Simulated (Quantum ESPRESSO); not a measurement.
# MnCuAs: which magnetic order is lowest, part 2 of 2

Does MnCuAs prefer parallel or opposed moments, or none?

Quantum ESPRESSO 7.5; LDA; plane waves with GBRV 1.5 LDA potentials, no spin-orbit coupling.

So far, absolute magnetization (μB): step 2 (run 1, typed as ferro ++) 7.16.

## Step 3: Run 2, typed as antiferro +−

The input, pw.in:

```
&CONTROL
  calculation = 'scf'
  prefix = 'pwscf'
  outdir = './tmp'
  pseudo_dir = './pseudo'
  disk_io = 'nowf'
/
&SYSTEM
  ibrav = 0
  celldm(1) = 8
  nat = 6
  ntyp = 4
  ecutwfc = 40
  ecutrho = 280
  nbnd = 50
  occupations = 'smearing'
  smearing = 'fd'
  degauss = 0.00734986
  nspin = 2
  starting_magnetization(1) = 0.2333
  starting_magnetization(2) = -0.2333
  starting_magnetization(3) = 0
  starting_magnetization(4) = 0
/
&ELECTRONS
  conv_thr = 1.2d-08
  electron_maxstep = 150
  mixing_beta = 0.3
/
ATOMIC_SPECIES
Mn1    54.9380 mn_lda_v1.5.uspp.F.UPF
Mn2    54.9380 mn_lda_v1.5.uspp.F.UPF
Cu     63.5460 cu_lda_v1.2.uspp.F.UPF
As     74.9216 as_lda_v1.uspp.F.UPF
CELL_PARAMETERS alat
   0.8738780988147    0.0000000000000    0.0000000000000
   0.0000000000000    0.8738780988147    0.0000000000000
   0.0000000000000    0.0000000000000    1.5137703088783
ATOMIC_POSITIONS crystal
Mn1     0.0000000000    0.5000000000    0.1640200000
Mn2     0.5000000000    0.0000000000    0.8359800000
Cu      0.0000000000    0.0000000000    0.5000000000
Cu      0.5000000000    0.5000000000    0.5000000000
As      0.0000000000    0.5000000000    0.7762460000
As      0.5000000000    0.0000000000    0.2237540000
K_POINTS automatic
8 8 4 0 0 0
```

Run with:

```console
$ OMP_NUM_THREADS=1 mpirun -n 4 pw.x -nk 4 -in pw.in > pw.out
```

The log of the run:

```text
[banner, memory and clock lines left out]
Program PWSCF v.7.5 starts

     Message from routine setup:
     using ibrav=0 with symmetry is DISCOURAGED, use correct ibrav instead

     bravais-lattice index     =            0
     lattice parameter (alat)  =       8.0000  a.u.
     unit-cell volume          =     591.8773 (a.u.)^3
     number of atoms/cell      =            6
     number of atomic types    =            4
     number of electrons       =        78.00
     number of Kohn-Sham states=           50
     kinetic-energy cutoff     =      40.0000  Ry
     charge density cutoff     =     280.0000  Ry
     scf convergence threshold =      1.2E-08
     mixing beta               =       0.3000
     number of iterations used =            8  plain     mixing
     Exchange-correlation= SLA  PZ   NOGX NOGC
                           (   1   1   0   0   0   0   0)

     celldm(1)=   8.000000  celldm(2)=   0.000000  celldm(3)=   0.000000
     celldm(4)=   0.000000  celldm(5)=   0.000000  celldm(6)=   0.000000

     crystal axes: (cart. coord. in units of alat)
               a(1) = (   0.873878   0.000000   0.000000 )
               a(2) = (   0.000000   0.873878   0.000000 )
               a(3) = (   0.000000   0.000000   1.513770 )

     reciprocal axes: (cart. coord. in units 2 pi/alat)
               b(1) = (  1.144324  0.000000  0.000000 )
               b(2) = (  0.000000  1.144324  0.000000 )
               b(3) = (  0.000000  0.000000  0.660602 )

     PseudoPot. # 1 for Mn read from file:
     mn_lda_v1.5.uspp.F.UPF
     Pseudo is Ultrasoft + core correction, Zval = 15.0

     PseudoPot. # 2 for Mn read from file:
     mn_lda_v1.5.uspp.F.UPF
     Pseudo is Ultrasoft + core correction, Zval = 15.0

     PseudoPot. # 3 for Cu read from file:
     cu_lda_v1.2.uspp.F.UPF
     Pseudo is Ultrasoft + core correction, Zval = 19.0

     PseudoPot. # 4 for As read from file:
     as_lda_v1.uspp.F.UPF
     Pseudo is Ultrasoft + core correction, Zval =  5.0

     atomic species   valence    mass     pseudopotential
     Mn1              15.00    54.93800     Mn( 1.00)
     Mn2              15.00    54.93800     Mn( 1.00)
     Cu               19.00    63.54600     Cu( 1.00)
     As                5.00    74.92160     As( 1.00)

     Starting magnetic structure
     atomic species   magnetization
     Mn1             0.233
     Mn2            -0.233
     Cu              0.000
     As              0.000

      8 Sym. Ops. (no inversion) found ( 4 have fractional translation)

   Cartesian axes

     site n.     atom                  positions (alat units)
         1        Mn1    tau(   1) = (   0.0000000   0.4369390   0.2482886  )
         2        Mn2    tau(   2) = (   0.4369390   0.0000000   1.2654817  )
         3        Cu     tau(   3) = (   0.0000000   0.0000000   0.7568852  )
         4        Cu     tau(   4) = (   0.4369390   0.4369390   0.7568852  )
         5        As     tau(   5) = (   0.0000000   0.4369390   1.1750581  )
         6        As     tau(   6) = (   0.4369390   0.0000000   0.3387122  )

     number of k points=    45  Fermi-Dirac smearing, width (Ry)=  0.0073
                       cart. coord. in units 2pi/alat
        k(    1) = (   0.0000000   0.0000000   0.0000000), wk =   0.0039062
        k(    2) = (   0.0000000   0.0000000   0.1651506), wk =   0.0078125
        k(    3) = (   0.0000000   0.0000000  -0.3303011), wk =   0.0039062
        k(    4) = (   0.0000000   0.1430405   0.0000000), wk =   0.0156250
        k(    5) = (   0.0000000   0.1430405   0.1651506), wk =   0.0312500
        [... 40 further k-points ...]

     Dense  grid:    47069 G-vectors     FFT dimensions: (  40,  40,  72)

     Smooth grid:    20229 G-vectors     FFT dimensions: (  30,  30,  50)

     Check: negative core charge=   -0.000023
     Generating pointlists ...
     new r_m :   0.2421 (alat units)  1.9371 (a.u.) for type    1
     new r_m :   0.2421 (alat units)  1.9371 (a.u.) for type    2
     new r_m :   0.2495 (alat units)  1.9958 (a.u.) for type    3
     new r_m :   0.2421 (alat units)  1.9371 (a.u.) for type    4

     Initial potential from superposition of free atoms

     starting charge      74.9994, renormalised to      78.0000
     Starting wfcs are   60 randomized atomic wfcs

     Self-consistent Calculation

     iteration #  1     ecut=    40.00 Ry     beta= 0.30
     Davidson diagonalization with overlap
     ethr =  1.00E-02,  avg # of iterations =  3.2

     total energy              =   -1303.80862281 Ry
     estimated scf accuracy    <      15.41258504 Ry

     total magnetization       =    -0.00 Bohr mag/cell
     absolute magnetization    =     3.73 Bohr mag/cell

     iteration #  2     ecut=    40.00 Ry     beta= 0.30
     Davidson diagonalization with overlap
     ethr =  1.00E-02,  avg # of iterations =  3.4

     total energy              =   -1301.76941242 Ry
     estimated scf accuracy    <     105.29662423 Ry

     total magnetization       =     0.00 Bohr mag/cell
     absolute magnetization    =     0.47 Bohr mag/cell

     [... further iterations left out ...]

     iteration # 17     ecut=    40.00 Ry     beta= 0.30
     Davidson diagonalization with overlap
     ethr =  3.46E-10,  avg # of iterations =  1.1

     total energy              =   -1309.05549021 Ry
     estimated scf accuracy    <       0.00000001 Ry

     total magnetization       =     0.00 Bohr mag/cell
     absolute magnetization    =     7.20 Bohr mag/cell

     iteration # 18     ecut=    40.00 Ry     beta= 0.30
     Davidson diagonalization with overlap
     ethr =  1.88E-11,  avg # of iterations =  5.9

     Magnetic moment per site  (integrated on atomic sphere of radius R)
     atom   1 (R=0.242)  charge= 13.1770  magn=  3.2134
     atom   2 (R=0.242)  charge= 13.1770  magn= -3.2133
     atom   3 (R=0.249)  charge= 17.8235  magn= -0.0000
     atom   4 (R=0.249)  charge= 17.8235  magn= -0.0000
     atom   5 (R=0.242)  charge=  2.8190  magn=  0.0017
     atom   6 (R=0.242)  charge=  2.8190  magn= -0.0017

     End of self-consistent calculation

     [... lines left out ...]
     the Fermi energy is    13.3022 ev

!    total energy              =   -1309.05549022 Ry
     estimated scf accuracy    <          8.4E-09 Ry
     smearing contrib. (-TS)   =      -0.00614908 Ry
     internal energy E=F+TS    =   -1309.04934113 Ry

     The total energy is F=E-TS. E is the sum of the following terms:
     one-electron contribution =    -976.04150841 Ry
     hartree contribution      =     524.94872325 Ry
     xc contribution           =    -191.51546964 Ry
     ewald contribution        =    -666.44108633 Ry

     total magnetization       =     0.00 Bohr mag/cell
     absolute magnetization    =     7.20 Bohr mag/cell

     convergence has been achieved in  18 iterations
```

It took 51 s on 4 MPI ranks of Intel Xeon 6975P-C (Granite Rapids), shared host; peak memory 0.67 GiB.

Spin moment in the atom's sphere by atom:

```csv
atom,spin moment in the atom's sphere (μB)
Mn1,3.21
Mn2,-3.21
Cu3,0.00
Cu4,0.00
As5,0.00
As6,0.00
```

This step gave:

| Item | Value |
| --- | --- |
| smearing term TS | 0.08366 eV |
| magnetization | 0 μB |
| absolute magnetization | 7.204 μB |
| final state | antiferromagnetic |

## Step 4: Run 3 (no spin polarisation)

Edit pw.in of step 3 so:

```diff
@@ -11,3 +11,3 @@
   nat = 6
-  ntyp = 4
+  ntyp = 3
   ecutwfc = 40
@@ -18,7 +18,2 @@
   degauss = 0.00734986
-  nspin = 2
-  starting_magnetization(1) = 0.2333
-  starting_magnetization(2) = -0.2333
-  starting_magnetization(3) = 0
-  starting_magnetization(4) = 0
 /
@@ -30,4 +25,3 @@
 ATOMIC_SPECIES
-Mn1    54.9380 mn_lda_v1.5.uspp.F.UPF
-Mn2    54.9380 mn_lda_v1.5.uspp.F.UPF
+Mn     54.9380 mn_lda_v1.5.uspp.F.UPF
 Cu     63.5460 cu_lda_v1.2.uspp.F.UPF
@@ -39,4 +33,4 @@
 ATOMIC_POSITIONS crystal
-Mn1     0.0000000000    0.5000000000    0.1640200000
-Mn2     0.5000000000    0.0000000000    0.8359800000
+Mn      0.0000000000    0.5000000000    0.1640200000
+Mn      0.5000000000    0.0000000000    0.8359800000
 Cu      0.0000000000    0.0000000000    0.5000000000
```

The log of the run:

```text
     [... lines left out ...]
Program PWSCF v.7.5 starts
     [... lines left out ...]
     number of atoms/cell      =            6
     [... lines left out ...]
     number of electrons       =        78.00
     number of Kohn-Sham states=           50
     kinetic-energy cutoff     =      40.0000  Ry
     charge density cutoff     =     280.0000  Ry
     scf convergence threshold =      1.2E-08
     [... lines left out ...]
     16 Sym. Ops., with inversion, found ( 8 have fractional translation)
     [... lines left out ...]
     number of k points=    45  Fermi-Dirac smearing, width (Ry)=  0.0073
     [... lines left out ...]
     iteration # 15     ecut=    40.00 Ry     beta= 0.30
     [... lines left out ...]
     the Fermi energy is    12.8402 ev
!    total energy              =   -1308.93686633 Ry
     estimated scf accuracy    <          7.1E-09 Ry
     smearing contrib. (-TS)   =      -0.02791277 Ry
     [... lines left out ...]
     convergence has been achieved in  15 iterations
```

Elapsed: 23 s, on 4 MPI ranks; peak memory 0.53 GiB; 92 s of CPU time.

Read from the output:

| Property | Result |
| --- | --- |
| smearing term TS | 0.3798 eV |
| final state | non-magnetic (no spin polarisation) |

## Step 5: Ranking

An order is kept where moments of 0.15 μB or more survive with the typed signs; meshes match where a doubled cell samples the same k points as the first cell.

Orders:

```csv
start,final state,typed order kept,energy over the lowest (meV a seeded atom),largest site moment (μB),net moment (μB a cell of the first run),mesh matched,CPU time (s)
ferro ++,ferromagnetic,yes,134.1,3.202,6.817,yes,183.9
antiferro +-,antiferromagnetic,yes,0,3.213,0,yes,201.6
no spin polarisation,non-magnetic,-,807,0,0,yes,91.6
```

## Step 6: What came out

```
lowest state found      : antiferromagnetic (from antiferro +-)
largest site moment     : 3.21 μB
next state with moments : ferromagnetic, 134 meV a seeded atom higher
state without moments   : 807 meV a seeded atom higher
```

In words: Forming the moments gains more than four times the spread of the orders, as local moments do. Only these 3 starts were compared; other wavevectors, canted and longer-period orders were not. Energies are free energies at an electronic temperature of 1160 K, which lowers moments and differences where the moments are itinerant.

[Logs and program files are shortened in this print: banners, set-up blocks, solver, clock and traceback lines can be left out without a mark of their own.]

[Logs are printed without paths, hosts, clocks, repeated set-up lines and the standing remarks that a program may print on its own settings, such as how far it seeks lower states.]

[Hosts, paths, dates, database ids (printed as entryN), source tags and the programs' standing remarks are cut or masked in the printed files.]

[Where a cell is said to come from a database of computed structures, the database is the Materials Project.]
